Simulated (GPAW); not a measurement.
# Core-hole calculation of the F K edge in KCrF3 (C2/m), part 3 of 3

What does one-electron theory with a core hole give for the F K edge of KCrF3 (C2/m)?

GPAW 26.7.0; X-ray absorption from dipole matrix elements to empty bands, plane-wave PAW LDA+U.

So far. Step 5 (Spectrum with FCH, F atom 7): Main maxima below 24 eV (height): 4.1 eV (2.15), 8.4 eV (1.21) and 16.9 eV (1.16).  Step 5 (Spectrum with FCH, F atom 7): The hole costs E(hole) − E(ground) = 674.21 eV, and the lowest empty level of the hole cell on the spectrum's mesh lies at 5.78 eV, which puts the zero at 679.99 eV.

### 6. Spectrum with FCH, F atom 9

The holes are 5.8 Å apart. The excited electron is left out and a uniform background balances the charge. After the field has converged, empty bands are computed with the density fixed and the dipole matrix elements are summed.

The absorber has 1 Cr at 1.98 Å and 1 Cr at 2.30 Å (bent, 167°, site symmetry m).

xas.py reads:

```python
import numpy as np
from ase import Atoms
from ase.parallel import parprint, paropen
from gpaw import GPAW, PW, FermiDirac, Mixer, MixerDif, setup_paths
from gpaw.test import gen
setup_paths.insert(0, '.')
gen('F', name='fch1s', xcname='LDA', corehole=(1, 0, 1), write_xml=True)
from gpaw.mpi import world
world.barrier()

atoms = Atoms('Cr2K2F6',
    cell=[[3.98186786, 0, -4.25345723],
     [-3.99466025, 0, -4.25345723],
     [-3.98826406, 4.287735, 0]],
    scaled_positions=[[0, 0.5, 0],
     [0.5, 0, 0],
     [0.2516, 0.7484, 0.5032],
     [0.7484, 0.2516, 0.4968],
     [0.278, 0.28, 0],
     [0.722, 0.72, 0],
     [0.2305, 0.2695, 0.461],
     [0.7695, 0.7305, 0.539],
     [0.239, 0.798, 0],
     [0.761, 0.202, 0]],
    magmoms=[3.0, 3.0, 0.0, 0.0, 0.0, 0.0, 0.0, 0.0, 0.0, 0.0],
    pbc=True)
atoms.calc = calc = GPAW(legacy_gpaw=True, mode=PW(500, force_complex_dtype=True), xc='LDA', setups={'Cr': ':d,3', 8: 'fch1s'},
    kpts={'size': (3, 3, 3), 'gamma': True}, occupations=FermiDirac(0.02),
    charge=0, mixer=MixerDif(0.05, 8, 50), maxiter=150,
    convergence={'density': 0.0001, 'eigenstates': 1e-6}, txt='scf.txt')
energy = atoms.get_potential_energy() + calc.get_reference_energy()
ef = calc.get_fermi_level()
out = dict(energy=energy, fermi=ef, forces=atoms.get_forces().tolist(), magmoms=atoms.get_magnetic_moments().tolist())
parprint(f'all-electron energy {energy:.4f} eV, Fermi level {ef:.4f} eV')
ev = np.array([[calc.get_eigenvalues(k, s) for k in range(len(calc.get_ibz_k_points()))] for s in range(calc.get_number_of_spins())])
out['homo'], out['lumo'], out['counts'] = ev[ev < ef].max(), ev[ev > ef].min(), sorted(set((ev < ef).sum((0, 2)).tolist()))
out['filled'] = (ev[:, 0] < ef).sum(1).tolist()

from ase.units import Ha
from gpaw.xas import dipole_matrix_elements
nb = int(calc.get_number_of_electrons() / 2) + 100
top, nb = nb, nb + 8 + nb // 12
nscf = calc.fixed_density(kpts={'size': (4, 4, 4), 'gamma': True}, nbands=nb,
    convergence={'bands': top, 'eigenstates': 5e-3}, maxiter=60, txt='nscf.txt')
cell = atoms.cell.array
ops = [cell.T @ U.T @ np.linalg.inv(cell.T) for U in nscf.wfs.kd.symmetry.op_scc]
filled = [40, 32]  # bands filled in the ground state, by spin
E = np.arange(-6, 34, 0.1)
fwhm = np.interp(E, [4, 25], [0.9, 3.5])
Y, X, zero, highest = 0, 0, 1e9, 1e9
for spin in range(nscf.get_number_of_spins()):
    wfs = nscf.wfs
    mine = wfs.bd.get_slice()  # this rank's bands
    A = dipole_matrix_elements(wfs.setups[8])
    eps = np.zeros((wfs.kd.nibzkpts, nb))
    d = np.zeros((3, A.shape[1], wfs.kd.nibzkpts, nb), complex)
    for kpt in wfs.kpt_u:
        if kpt.s == spin and 8 in kpt.P_ani:
            eps[kpt.k, mine] = kpt.eps_n * Ha
            d[:, :, kpt.k, mine] = (kpt.weight * wfs.nspins / 2) ** 0.5 * np.inner(A, kpt.P_ani[8])
    world.sum(eps)
    world.sum(d)
    T = np.einsum('amkn,bmkn->abkn', d, d.conj()).real
    T = sum(np.einsum('ai,ijkn,bj->abkn', R, T, R) for R in ops) / len(ops)
    empty = np.ones_like(eps, bool) & (np.arange(nb) >= filled[spin])
    zero, highest = min(zero, eps[empty].min()), min(highest, eps[:, top - 1].min())
    lines = [(eps, T, empty)] if spin == 0 else lines + [(eps, T, empty)]
for eps, T, empty in lines:
    f = np.einsum('aakn->akn', T).reshape(3, -1)
    x = eps.ravel() - zero
    w = np.interp(x, E, fwhm) / 2.35482
    g = np.exp(-0.5 * ((E[:, None] - x) / w) ** 2) / (w * (2 * np.pi) ** 0.5)
    Y = Y + (f * empty.ravel()) @ g.T
    X = X + (f * ~empty.ravel()) @ g.T
out.update(E=E.round(2).tolist(), xas=Y.tolist(), xes=X.tolist(), zero=zero, valid=highest - zero, nk=len(eps), nb=nb)
for i in range(0, len(E), 10):
    parprint(f'{E[i]:7.2f}', *(f'{v:10.3e}' for v in Y[:, i]))
import json
with paropen('out.json', 'w') as f:
    json.dump(out, f)
```

The run is started by

```bash
> OMP_NUM_THREADS=1 mpirun -n 4 gpaw python xas.py
```

Numbers of over 12 decimals in the logs are rounded to 6 here.

Log:

```text
Input parameters:
  convergence: {density: 0.0001,
                eigenstates: 1e-06}
  kpts: {gamma: True,
         size: (3, 3, 3)}
  maxiter: 150
  mixer: {backend: pulay,
          beta: 0.05,
          method: difference,
          nmaxold: 8,
          weight: 50}
  mode: {ecut: 500.0,
         force_complex_dtype: True,
         name: pw}
  occupations: {fixmagmom: False,
                name: fermi-dirac,
[...]
2s:      -1.877741    -1.879888
2p:      -1.212468    -1.215269
*d:                   -0.058611
*f:                   -0.013370
-------------------------------
all-electron energy -105315.3876 eV, Fermi level 4.7602 eV
  -6.00  3.579e-62  5.540e-64  4.830e-61
  -5.00  1.066e-45  2.067e-47  1.631e-44
  -4.00  3.624e-32  8.694e-34  6.250e-31
  -3.00  1.451e-21  4.383e-23  2.850e-20
[...]
32.00  6.348e-05  4.811e-05  7.934e-05
  33.00  6.762e-05  5.069e-05  7.446e-05
[key lines of the parts left out:]
Converged after 37 iterations.
Dipole moment: (-1.160934, 0.000000, -0.028723) |e|*Ang
Free energy:    -90.249079
Fermi level: 4.76018
```

Elapsed: 1.8 min, on 4 MPI ranks of AMD EPYC 9R14 (Zen 4), shared host; peak memory 0.67 GiB; 7.3 min of CPU time.

The F K spectrum, F atom 9, full core hole (charged cell) (energy from the lowest empty level; intensity scaled to a mean of 1 over the first 20 eV; polarised curves are means over the symmetry-equivalent atoms):

```tsv
E (eV)	isotropic	ε ∥ x	ε ∥ y	ε ∥ z
-2.0	0.00	0.00	0.00	0.00
-1.5	0.00	0.00	0.00	0.00
-1.0	0.00	0.00	0.00	0.00
-0.5	0.03	0.00	0.00	0.09
0.0	0.22	0.02	0.01	0.62
0.5	0.41	0.07	0.05	1.12
1.0	0.36	0.16	0.13	0.80
1.5	0.53	0.57	0.46	0.57
2.0	1.12	1.28	1.43	0.66
2.5	1.50	1.25	1.88	1.37
3.0	1.60	1.12	1.38	2.31
3.5	1.80	1.25	1.28	2.88
4.0	2.14	1.71	1.70	3.00
4.5	2.00	2.04	1.79	2.17
5.0	1.72	1.99	1.73	1.43
5.5	1.53	1.67	1.73	1.19
6.0	1.39	1.26	1.59	1.31
6.5	1.24	1.07	1.28	1.38
7.0	1.12	0.93	0.91	1.53
7.5	1.15	0.81	0.72	1.90
8.0	1.24	0.79	0.77	2.15
8.5	1.24	0.76	0.87	2.07
9.0	1.14	0.77	0.88	1.77
9.5	1.00	0.85	0.79	1.36
10.0	0.87	0.94	0.65	1.00
10.5	0.72	0.92	0.48	0.77
11.0	0.57	0.76	0.33	0.63
11.5	0.46	0.57	0.24	0.57
12.0	0.41	0.46	0.22	0.55
12.5	0.41	0.44	0.27	0.53
13.0	0.45	0.49	0.37	0.49
13.5	0.52	0.57	0.55	0.43
14.0	0.61	0.66	0.79	0.38
14.5	0.72	0.75	1.06	0.34
15.0	0.83	0.86	1.29	0.35
15.5	0.94	0.98	1.45	0.38
16.0	1.02	1.12	1.50	0.43
16.5	1.05	1.23	1.44	0.48
17.0	1.04	1.29	1.31	0.52
17.5	1.00	1.31	1.14	0.54
18.0	0.94	1.30	0.98	0.54
18.5	0.89	1.27	0.85	0.55
19.0	0.85	1.23	0.77	0.55
19.5	0.83	1.18	0.76	0.56
20.0	0.84	1.11	0.82	0.58
20.5	0.87	1.05	0.92	0.64
21.0	0.92	1.01	1.04	0.72
21.5	1.00	1.00	1.16	0.83
22.0	1.07	1.01	1.25	0.95
22.5	1.14	1.03	1.32	1.08
23.0	1.20	1.05	1.36	1.20
23.5	1.25	1.08	1.39	1.30
24.0	1.29	1.09	1.40	1.38
24.5	1.30	1.08	1.40	1.43
25.0	1.30	1.06	1.38	1.45
25.5	1.27	1.03	1.33	1.46
26.0	1.23	0.98	1.26	1.45
26.5	1.19	0.93	1.18	1.45
27.0	1.15	0.88	1.09	1.46
27.5	1.11	0.85	1.02	1.47
28.0	1.09	0.84	0.96	1.48
28.5	1.08	0.84	0.91	1.50
29.0	1.08	0.85	0.88	1.50
29.5	1.07	0.87	0.85	1.48
30.0	1.06	0.90	0.82	1.45
30.5	1.04	0.93	0.80	1.41
31.0	1.03	0.96	0.78	1.36
```

Main maxima below 24 eV (height): 0.5 eV (0.41), 4.1 eV (2.15), 8.3 eV (1.25) and 16.6 eV (1.05). 

The hole costs E(hole) − E(ground) = 674.19 eV, and the lowest empty level of the hole cell on the spectrum's mesh lies at 5.80 eV, which puts the zero at 679.99 eV.

### 7. Site by site

```tsv
atom	surroundings	onset shift (eV)	energy of the highest intensity below 16 eV
5	1 Cr at 2.00 Å and 1 Cr at 2.02 Å (bent, 166°, site symmetry m)	+0.00	4.7
7	1 Cr at 1.98 Å and 1 Cr at 2.31 Å (linear, site symmetry 2)	-0.24	4.1
9	1 Cr at 1.98 Å and 1 Cr at 2.30 Å (bent, 167°, site symmetry m)	-0.23	4.1
```

On one energy scale, from the first site's zero:

```tsv
E (eV)	atom 5	atom 7	atom 9
-2.0	0.00	0.00	0.00
-1.0	0.00	0.00	0.01
0.0	0.08	0.27	0.34
1.0	0.64	0.42	0.39
2.0	0.74	1.37	1.36
3.0	1.55	1.70	1.67
4.0	1.67	2.12	2.13
5.0	1.98	1.59	1.62
6.0	1.25	1.30	1.32
7.0	1.12	1.03	1.12
8.0	1.33	1.20	1.25
9.0	1.24	1.07	1.08
10.0	0.89	0.77	0.80
11.0	0.65	0.49	0.51
12.0	0.48	0.38	0.41
13.0	0.49	0.47	0.48
14.0	0.69	0.69	0.66
15.0	0.93	0.92	0.88
16.0	1.06	1.11	1.04
17.0	1.03	1.14	1.02
18.0	0.92	0.98	0.91
19.0	0.81	0.80	0.84
20.0	0.72	0.74	0.85
21.0	0.72	0.81	0.96
22.0	0.83	0.95	1.11
23.0	0.98	1.10	1.23
24.0	1.12	1.22	1.30
25.0	1.18	1.26	1.29
26.0	1.14	1.21	1.21
27.0	1.06	1.16	1.13
28.0	1.02	1.15	1.09
29.0	1.05	1.15	1.07
30.0	1.10	1.12	1.05
```

### 8. What came out

| Property | Result |
| --- | --- |
| absorber and edge | F K, atom 5 of the ground-state input (counted from 1) |
| surroundings | 1 Cr at 2.00 Å and 1 Cr at 2.02 Å (bent, 166°, site symmetry m) |
| highest intensity below 16 eV | 4.7 eV above the zero, height 2.03 |
| photon energy of the zero (spin-polarised hole, raw) | 680.2 eV (LDA puts this hole about 5 eV below PBE, itself good to a few eV) |

**Reading.** The F K edge of atom 5, with 1 Cr at 2.00 Å and 1 Cr at 2.02 Å (bent, 166°, site symmetry m), has its highest intensity of the first 16 eV at 4.7 eV above the zero, near 685 eV in photon energy (LDA puts this hole about 5 eV below PBE, itself good to a few eV), 2.0 times the mean level of the first 20 eV (Gaussian full width 0.9 eV up to 4 eV, rising linearly to 3.5 eV at 25 eV). The F K spectra of the 3 sites differ in shape by up to 13 % r.m.s. after the best shift, and their zeros spread over 0.24 eV. At the F K edge of atom 5 polarisation matters most near 1.1 eV, where the curves differ by 1.7 on this scale. The hole lies in one spin channel, while the script sums the empty states of both and takes the lower zero; where the two channels are split, this blurs and shifts the curve. The spins start ferromagnetically in a simple order, which needn't be the measured one; gap and edge can depend on it. The holes are only 5.8 Å apart, so the shape is probably not converged with cell size; no larger cell was run here. The mesh is coarse (0.37 Å⁻¹ between points), so small maxima may be mesh ripples. The structure is a published determination, not relaxed.

[Banner, clock and machine lines of the logs are left out without a mark of their own.]

[Logs are printed without paths, hosts, clocks, repeated set-up lines and the standing remarks that a program may print on its own settings, such as how far it seeks lower states.]

[Hosts, paths, dates, database ids (printed as entryN), source tags and the programs' standing remarks are cut or masked in the printed files.]

[Lists of maxima count a maximum above −3 eV only where it reaches 4 % of the highest in the window and stands out from its surroundings by 2 % of it (1.5 % where it reaches 55 %); shoulders and weaker maxima are passed over, and of the rest the first, up to two pre-edge ones and the few strongest are named.]
